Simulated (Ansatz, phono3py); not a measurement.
# Heat carried by phonons in BAs (F-43m), part 2 of 4

Wanted: κ(T), lifetimes and mean free paths for BAs.

What experiment has found for this phase:
- thermal conductivity 1160 W/m/K near room temperature (given in “Boron isotope effect on the thermal conductivity of boron arsenide single crystals”, 2019, arxiv:1910.02152)
- thermal conductivity 1000 W/m/K near room temperature (given in “Thermal expansion coefficient and lattice anharmonicity of cubic boron arsenide”, 2019, arxiv:1903.01668)

Ansatz 0.2.0; DFT LDA, scalar-relativistic, plane waves, PAW.

So far. Step 2 (Probe on a coarse mesh): The start is under -3.9 GPa at this level and looks like an insulator or semiconductor on this mesh. Step 4 (Tight relaxation): The residual pressure is 0.0088 GPa, small enough for phonons. The relaxed cell has a = 4.732 Å (conventional setting).

## 6. Third-order constants on small settings

A small supercell and a short cutoff cost little, and show how far such settings carry.

File input.yaml:

```yaml
crystal:
  lattice:
    - [0.0, 2.3660417783, 2.3660417783]
    - [2.3660417783, 0.0, 2.3660417783]
    - [2.3660417783, 2.3660417783, 0.0]
  atoms:
    - { symbol: B, position: [0.0, 0.0, 0.0] }
    - { symbol: As, position: [0.25, 0.25, 0.25] }
kpoints:
  mp_grid: { grid: [8, 8, 8] }
hamiltonian:
  xc: lda
scf:
  occupations: { method: fixed }
output:
  eigenvalues: true
phonons:
  method: fd
  dielectric: true
  supercell: [2, 2, 2]
  temperatures: { t_max: 1000, t_step: 50 }
  qpath:
    path:
      - [[0.0, 0.0, 0.0], [-0.5, -0.5, 0.0], [-0.375, -0.375, 0.25]]
      - [[-0.375, 0.0, 0.375], [0.0, 0.0, 0.0], [0.0, 0.0, 0.5], [-0.5, -0.25, 0.25], [-0.5, -0.5, 0.0]]
    npoints: 10
  third_order: { supercell: [2, 2, 2], pair_cutoff: 2.199 }
  lattice_thermal_conductivity:
    qmesh: [13, 13, 13]
    temperatures: [100.0, 150.0, 200.0, 300.0, 400.0, 500.0, 600.0, 800.0]
    isotope_mass_variance: [{ species: As, variance: 0.0 }, { species: B, variance: 0.001354 }]
```

On the command line:

```console
$ ansatz run input.yaml --threads 8 --pin off --max-ram 16384MiB --backend cpu --events-out ev --progress --plain --runs-dir out
```

Numbers of over 12 decimals in the logs are rounded to 6 here.

Log:

```text
Warning: phonons: the dynamical matrix that this run interpolates holds no multipole term above the dipole-dipole one, and a site of this crystal is no centre of inversion, so its interpolated transverse optical and acoustic branches and sound speeds can stay off near Gamma, and the density of states and the thermodynamics with them. What a run solves at a wave vector of phonons.qpoints, Gamma apart, where the deck admits one, is free of this, and under fd what a larger phonons.supercell samples
Warning: phonons.dielectric: true without phonons.rigid_motions: the static dielectric tensor ε⁰ will be withheld (ε∞, Z* and the rows of modes are given); for a crystal or a slab, whose only rigid motions are the translations, set phonons.rigid_motions: translations
Warning: phonons.third_order: as it is cut ahead of every solve, the batch solves 29 displaced supercells where 21 would do. It runs under 24 of the 192 operations that the crystal's space group holds on the batch's supercell: the run's FFT boxes carry no more. The force constants lose no accuracy. For the smaller batch, try basis.xc_grid above 1 where it is 1, a denser FFT box (accuracy: high where it is lower, or a larger basis.ecutrho_ratio), or the same crystal shifted so that one of its atoms lies at the cell's origin: each can bring back operations that the batch needs, and none is sure to; [rest of the remark cut]
[...]
Crystal: 16 atoms, lattice volume = 211.927 Å³
Basis set: ecut = 420 eV, 4111 PW (Γ)
Bands: 88, of which v1, the nominal top of the filled ones, is band 72 counted from 1 (71 counted from 0)
Symmetry: 192 space group operations
k-points: 8 of 64 (time reversal used)
[...]
SCF iter   1: F=—  HF=-39388.212123 eV  |F-HF|=—  |Δ(HF+E_count)|=         —  Δρ=2.06e-8  dr2=7.53e-13  ethr=1.00e-12  ⟨swp⟩=3.0  Hψ=1800  notcnv=0
[...]
SCF iter   2: F=-39388.212123 eV  HF=-39388.212123 eV  |F-HF|=1.46e-11  |Δ(HF+E_count)|=  7.28e-12  Δρ=1.09e-8  dr2=2.03e-13  ethr=1.00e-12  ⟨swp⟩=3.0  Hψ=1768  notcnv=0
SCF 1 converged in 2 iterations: F = -39388.212123 eV  dr2 = 2.03e-13
[...]
Crystal: 2 atoms, lattice volume = 26.491 Å³
Basis set: ecut = 420 eV, 531 PW (Γ), exchange–correlation on 48×48×48 points (8 copies of the dense FFT grid, shifted against one another)
Bands: 13, of which v1, the nominal top of the filled ones, is band 9 counted from 1 (8 counted from 0)
Symmetry: 24 space group operations
k-points: 95 of 512 (irreducible under 4 space group operations, time reversal used)
[...]
SCF iter   3: F=-4923.526516 eV  HF=-4923.526516 eV  |F-HF|=9.09e-13  |Δ(HF+E_count)|=  9.09e-13  Δρ=5.05e-8  dr2=7.13e-13  ethr=1.00e-12  ⟨swp⟩=1.0  Hψ=2850  notcnv=0
SCF 2 converged in 3 iterations: F = -4923.526516 eV  dr2 = 7.13e-13
[...]
NSCF: frozen V_eff on 11 k-points
DFPT response loops at Γ: preconditioner auto → none (the input reference at scf.mixing.eps_inf says where Resta's filter doesn't serve); β = 0.50; Broyden in place of MSR1
── the response to a field inside a basis, on 8×8×8 k-points: an SCF that follows is theirs, and a resumed run solves both again ──
Bands: 10, of which v1, the nominal top of the filled ones, is band 9 counted from 1 (8 counted from 0)
k-points: 60 of 512 (irreducible under 6 space group operations, time reversal used)
[...]
Eigensolver: Dense (60 Hₖ)
SCF iter   1: F=—  HF=-4923.528461 eV  |F-HF|=—  |Δ(HF+E_count)|=         —  Δρ=1.46e-4  dr2=2.60e-6  ethr=1.00e-1
[...]
SCF iter   3: F=-4923.528460 eV  HF=-4923.528460 eV  |F-HF|=5.88e-9  |Δ(HF+E_count)|=   8.73e-8  Δρ=2.34e-5  dr2=5.25e-8  ethr=3.40e-9
SCF 1 converged in 3 iterations: F = -4923.528460 eV  dr2 = 5.25e-8
[...]
Symmetry: 2 space group operations
k-points: 24 of 64 (time reversal used)
[...]
SCF iter   7: F=-39388.212068 eV  HF=-39388.212068 eV  |F-HF|=0.00e0  |Δ(HF+E_count)|=  1.46e-11  Δρ=2.86e-8  dr2=2.25e-12  ethr=1.00e-12  ⟨swp⟩=5.1  Hψ=8043  notcnv=0
SCF 2 converged in 7 iterations: F = -39388.212068 eV  dr2 = 2.25e-12
[...]
SCF iter   7: F=-39388.212059 eV  HF=-39388.212059 eV  |F-HF|=1.46e-11  |Δ(HF+E_count)|=  7.28e-12  Δρ=2.58e-8  dr2=1.54e-12  ethr=1.00e-12  ⟨swp⟩=5.0  Hψ=8274  notcnv=0
SCF 3 converged in 7 iterations: F = -39388.212059 eV  dr2 = 1.54e-12
[...]
SCF iter   3: F=-39388.212123 eV  HF=-39388.212123 eV  |F-HF|=0.00e0  |Δ(HF+E_count)|=    0.00e0  Δρ=2.57e-8  dr2=1.22e-12  ethr=1.00e-12  ⟨swp⟩=1.6  Hψ=1522  notcnv=0
SCF 4 converged in 3 iterations: F = -39388.212123 eV  dr2 = 1.22e-12
[...]
Symmetry: 6 space group operations
k-points: 13 of 64 (time reversal used)
[...]
SCF iter   3: F=-39388.212123 eV  HF=-39388.212123 eV  |F-HF|=1.46e-11  |Δ(HF+E_count)|=  7.28e-12  Δρ=3.38e-8  dr2=2.03e-12  ethr=1.00e-12  ⟨swp⟩=1.0  Hψ=2226  notcnv=0
SCF 5 converged in 3 iterations: F = -39388.212123 eV  dr2 = 2.03e-12
[...]
SCF iter   7: F=-39388.203997 eV  HF=-39388.203997 eV  |F-HF|=8.73e-11  |Δ(HF+E_count)|=  7.57e-10  Δρ=3.22e-7  dr2=2.67e-10  ethr=1.00e-12  ⟨swp⟩=4.2  Hψ=3521  notcnv=0
SCF 6 converged in 7 iterations: F = -39388.203997 eV  dr2 = 2.67e-10
[...]
SCF 7 converged in 7 iterations: F = -39388.186589 eV  dr2 = 8.49e-10
[...]
SCF iter   3: F=—  HF=-39388.205676 eV  |F-HF|=—  |Δ(HF+E_count)|=   2.09e-4  Δρ=5.54e-5  dr2=6.79e-6  ethr=4.21e-7  ⟨swp⟩=2.0  Hψ=2635  notcnv=0  defer=254
[...]
SCF iter   7: F=-39388.202682 eV  HF=-39388.202682 eV  |F-HF|=8.00e-11  |Δ(HF+E_count)|=   1.00e-9  Δρ=2.86e-7  dr2=1.80e-10  ethr=1.00e-12  ⟨swp⟩=4.0  Hψ=4004  notcnv=0
SCF 33 converged in 7 iterations: F = -39388.202682 eV  dr2 = 1.80e-10
[...]
SCF iter   7: F=-39388.189450 eV  HF=-39388.189450 eV  |F-HF|=1.96e-10  |Δ(HF+E_count)|=   1.70e-9  Δρ=4.51e-7  dr2=4.54e-10  ethr=1.00e-12  ⟨swp⟩=3.0  Hψ=8282  notcnv=0
SCF 34 converged in 7 iterations: F = -39388.189450 eV  dr2 = 4.54e-10
[...]
SCF iter   7: F=-39388.199800 eV  HF=-39388.199800 eV  |F-HF|=2.26e-10  |Δ(HF+E_count)|=   1.46e-9  Δρ=4.88e-7  dr2=5.36e-10  ethr=1.00e-12  ⟨swp⟩=3.0  Hψ=8332  notcnv=0
SCF 35 converged in 7 iterations: F = -39388.199800 eV  dr2 = 5.36e-10
[...]
SCF iter   7: F=-39388.204484 eV  HF=-39388.204484 eV  |F-HF|=5.09e-11  |Δ(HF+E_count)|=  6.40e-10  Δρ=2.61e-7  dr2=1.50e-10  ethr=1.00e-12  ⟨swp⟩=4.0  Hψ=7392  notcnv=0
SCF 36 converged in 7 iterations: F = -39388.204484 eV  dr2 = 1.50e-10
[...]
SCF iter   7: F=-39388.182433 eV  HF=-39388.182433 eV  |F-HF|=1.60e-10  |Δ(HF+E_count)|=   2.18e-9  Δρ=4.94e-7  dr2=5.49e-10  ethr=1.00e-12  ⟨swp⟩=3.0  Hψ=8210  notcnv=0
SCF 37 converged in 7 iterations: F = -39388.182433 eV  dr2 = 5.49e-10
[...]
SCF iter   7: F=-39388.192520 eV  HF=-39388.192520 eV  |F-HF|=1.96e-10  |Δ(HF+E_count)|=   1.99e-9  Δρ=4.96e-7  dr2=5.43e-10  ethr=1.00e-12  ⟨swp⟩=3.0  Hψ=12387  notcnv=0
SCF 38 converged in 7 iterations: F = -39388.192520 eV  dr2 = 5.43e-10
[...]
SCF iter   7: F=-39388.197174 eV  HF=-39388.197174 eV  |F-HF|=1.89e-10  |Δ(HF+E_count)|=   1.18e-9  Δρ=4.63e-7  dr2=4.86e-10  ethr=1.00e-12  ⟨swp⟩=3.0  Hψ=12413  notcnv=0
SCF 39 converged in 7 iterations: F = -39388.197174 eV  dr2 = 4.86e-10
[...]
SCF iter   7: F=-39388.194985 eV  HF=-39388.194985 eV  |F-HF|=1.60e-10  |Δ(HF+E_count)|=   1.12e-9  Δρ=5.44e-7  dr2=6.27e-10  ethr=1.00e-12  ⟨swp⟩=3.0  Hψ=8094  notcnv=0
SCF 40 converged in 7 iterations: F = -39388.194985 eV  dr2 = 6.27e-10
[...]
SCF iter   7: F=-39388.194776 eV  HF=-39388.194776 eV  |F-HF|=9.46e-11  |Δ(HF+E_count)|=  1.67e-10  Δρ=4.36e-7  dr2=4.33e-10  ethr=1.00e-12  ⟨swp⟩=3.0  Hψ=8143  notcnv=0
SCF 41 converged in 7 iterations: F = -39388.194776 eV  dr2 = 4.33e-10
SCF converged after 2 iterations
Free energy (F): -39388.212123 eV
[...]
Internal energy: -39388.212123 eV  (E = F + TS)
E sigma→0 (E₀):  -39388.212123 eV
Fermi energy:    11.297610 eV
[...]
--- Band table (eV; the first three rows and the last of 8) ---
  k-point 0: bands = [... 68 lower, 9.4343, 11.2976, 11.2976, 11.2976, 12.6136, 12.6136, 12.6136, 12.6964, ... 12 higher]
  k-point 1: bands = [... 68 lower, 9.6102, 9.6102, 10.8464, 10.8464, 12.8611, 12.8611, 12.8611, 14.2163, ... 12 higher]
  k-point 2: bands = [... 68 lower, 10.1195, 10.1195, 10.1195, 10.1195, 13.6443, 13.6443, 13.6443, 13.6443, ... 12 higher]
  k-point 7: bands = [... 68 lower, 9.2298, 9.2298, 9.2298, 9.2298, 14.5109, 14.5109, 14.5109, 14.5109, ... 12 higher]
--- Phonons: 2 displaced members + reference (amplitude 0.0025 Å, Σ member SCF iterations 14) ---
  symmetry images taken by strict's conditions (phonons.symmetry_images: auto; settled by the asymmetry read); asymmetry of the core-correction force 1.4e-7 eV/Å at the most on a site, 9.8e-7 eV/Å summed over every site of the supercell
  ASR residual: 1.380e-4 → 0.000e0 eV/Å²; symmetrization residual: 5.281e-5 eV/Å²
  largest component of a force at the reference: 2.5e-16 eV/Å
  ASR residual per site (eV/Å²): 1.38e-4 7.21e-5
  Γ frequencies (cm⁻¹): 0.00 0.00 0.00 700.32 700.32 700.32
  Unit cell's response to a homogeneous field: 3 representative field directions (Σ response iterations 15)
  ε∞ (high-frequency dielectric tensor):
        9.661072    -0.000000     0.000000
       -0.000000     9.661072     0.000000
        0.000000     0.000000     9.661072
  ε⁰ (static dielectric tensor): not given — the deck does not say what the cell's rigid motions are, and on a molecule in a box or a wire the rigid rotations would enter the sum over the modes at Γ. For a crystal or a slab, whose only rigid motions are the translations, set phonons.rigid_motions: translations.
  Born effective charges Z* (e; rows j = field, columns β = displacement):
    site 0:
        -0.53946   -0.00000   -0.00000
         0.00000   -0.53946   -0.00000
        -0.00000   -0.00000   -0.53946
    site 1:
         0.53946    0.00000    0.00000
        -0.00000    0.53946    0.00000
         0.00000    0.00000    0.53946
  Z* charge neutrality: 2.222e-4 e pre-enforcement
  solved inside a basis spanned on the 8×8×8 k-mesh, on 8×8×8 k-points, its susceptibility summed on 12×12×12: ε∞ is read to err by 3.2e-2, Z* by 1.5e-2 e; Z* is corrected for what the basis lacks
  optical modes at Γ without the LO–TO term, one row a degenerate level:
      ω (cm⁻¹)  modes    IR ((D/Å)²/amu)
        700.32      3             2.1321
  optical modes at Γ + LO–TO along q̂ = [1.0000, 0.0000, 0.0000]:
      ω (cm⁻¹)  modes    IR ((D/Å)²/amu)
        700.32      2             1.4214
        704.53      1             0.7107
  optical modes at Γ + LO–TO along q̂ = [0.0000, 1.0000, 0.0000]:
      ω (cm⁻¹)  modes    IR ((D/Å)²/amu)
        700.32      2             1.4214
        704.53      1             0.7107
  optical modes at Γ + LO–TO along q̂ = [0.0000, 0.0000, 1.0000]:
      ω (cm⁻¹)  modes    IR ((D/Å)²/amu)
        700.32      2             1.4214
        704.53      1             0.7107
  density of states and harmonic sums: on the 22×22×22 q-mesh, interpolated from the force constants of a 2×2×2 supercell (with the dipole–dipole term)
  largest difference from the sums on the solved wave vectors: F 5.42e-2 eV, S 8.65e-5 and C_V 3.23e-5 eV/K
  zero-point energy: 0.164998 eV/cell   skipped modes (ω ≤ 0): 3   left out of the sums: 4.70e-5 of the cell's modes: C_V's classical limit lies that fraction below 3 k_B per atom; for a crystal, a wire or a layer, F and S can be off by more, and a phonons.interpolated_qmesh denser along its periods is the remedy for the sampling
--- Third-order force constants: 36 member SCFs in a 2×2×2 supercell (pair cutoff 2.199 Å, amplitude 0.03 Å, SCF threshold 1.00e-9 eV, Σ member SCF iterations 252) ---
[...]
26 force-constant blocks with the first atom in the home cell, fitted with 10 parameters over 4 symmetry orbits; no atom triplet left out
  sum-rule residual: 2.817e0 → 2.772e-14 eV/Å³; symmetrization residual: 2.908e-2 eV/Å³; largest sum-rule correction relative to its orbit: 8.226e-2, on the orbit of the block of home site 1 with site 1 of cell (0, 0, 0) and site 1 of cell (0, 0, 0), whose norm before the correction was 1.020e2 eV/Å³
--- Lattice thermal conductivity: 13×13×13 mesh (84 irreducible points), tetrahedron method ---
  three-phonon and isotope scattering only; four-phonon, boundary and, in a metal, phonon-electron scattering are left out
  each conductivity is what the modes' populations carry and what the coherences between them add
  conductivity (a third of the tensor's trace), W/(m K), in the relaxation-time approximation and from the full solution:
       T (K)   relaxation time   full solution  iterations             ending  least Ritz value
      100.00         2452.2107       2709.0214           8          converged          6.492e-1
      150.00         1823.6575       1983.9332           8          converged          6.486e-1
      200.00         1447.4266       1571.3554           8          converged          6.552e-1
      300.00         1018.0919       1108.2180           8          converged          6.612e-1
      400.00          783.9959        855.7595           8          converged          6.574e-1
      500.00          637.3320        697.0404           8          converged          6.545e-1
      600.00          536.8996        588.0268           8          converged          6.523e-1
      800.00          408.2730        447.9795           8          converged          6.493e-1
```

Run time: 3.7 min. Hardware: 8 threads of Arm Neoverse V1, shared host; peak memory 1.3 GiB; 27 min of CPU time.

This step gave:

```yaml
gamma_frequencies: 0, 0, 0, 700.3, 700.3, 700.3 cm⁻¹ (negative: imaginary)
lowest_frequency_on_the_path: 0 cm⁻¹
zero_point_energy: 0.1650 eV/cell
point_group: -43m
highest_frequency: 741 cm⁻¹
debye_temperature_from_the_second_moment: 943 K
kappa_at_300_k_relaxation_time: 1018 W/m/K
kappa_at_300_k_full_solution: 1108 W/m/K
dipole_term: run
mean_free_path_at_half_of_kappa: 935 nm
share_of_kappa_above_the_three_lowest_branches: 0
third_order_blocks: 26
periodic_aliases_dropped: 0
largest_relative_sum_rule_correction: 0.08226
displaced_cells_third_order: 36
```

W/m/K. Kappa, by row:

```csv
T (K),RTA xx,RTA yy,RTA zz,full xx,full yy,full zz,coherence part xx,coherence part yy,coherence part zz,ending,iterations,least Ritz value
100,2452,2452,2452,2709,2709,2709,0.00292,0.00292,0.00292,converged,8,0.649
150,1824,1824,1824,1984,1984,1984,0.007817,0.007817,0.007817,converged,8,0.649
200,1447,1447,1447,1571,1571,1571,0.01617,0.01617,0.01617,converged,8,0.655
300,1018,1018,1018,1108,1108,1108,0.03377,0.03377,0.03377,converged,8,0.661
400,784,784,784,855.8,855.8,855.8,0.04639,0.04639,0.04639,converged,8,0.657
500,637.3,637.3,637.3,697,697,697,0.05472,0.05472,0.05472,converged,8,0.654
600,536.9,536.9,536.9,588,588,588,0.06042,0.06042,0.06042,converged,8,0.652
800,408.3,408.3,408.3,448,448,448,0.06778,0.06778,0.06778,converged,8,0.649
```

This rung gives 1018 W/(m K) at 300 K by relaxation time, but with 16 atoms, 1 neighbour distance inside the cutoff and a 13×13×13 mesh it is a test, not the conductivity of the crystal.

[end of part 2 of 4]

[Logs are printed without paths, hosts, clocks, repeated set-up lines and the standing remarks that a program may print on its own settings, such as how far it seeks lower states.]

[Hosts, paths, dates, database ids (printed as entryN), source tags and the programs' standing remarks are cut or masked in the printed files.]

[A step with changed settings may run another functional than the one named; its input shows which.]
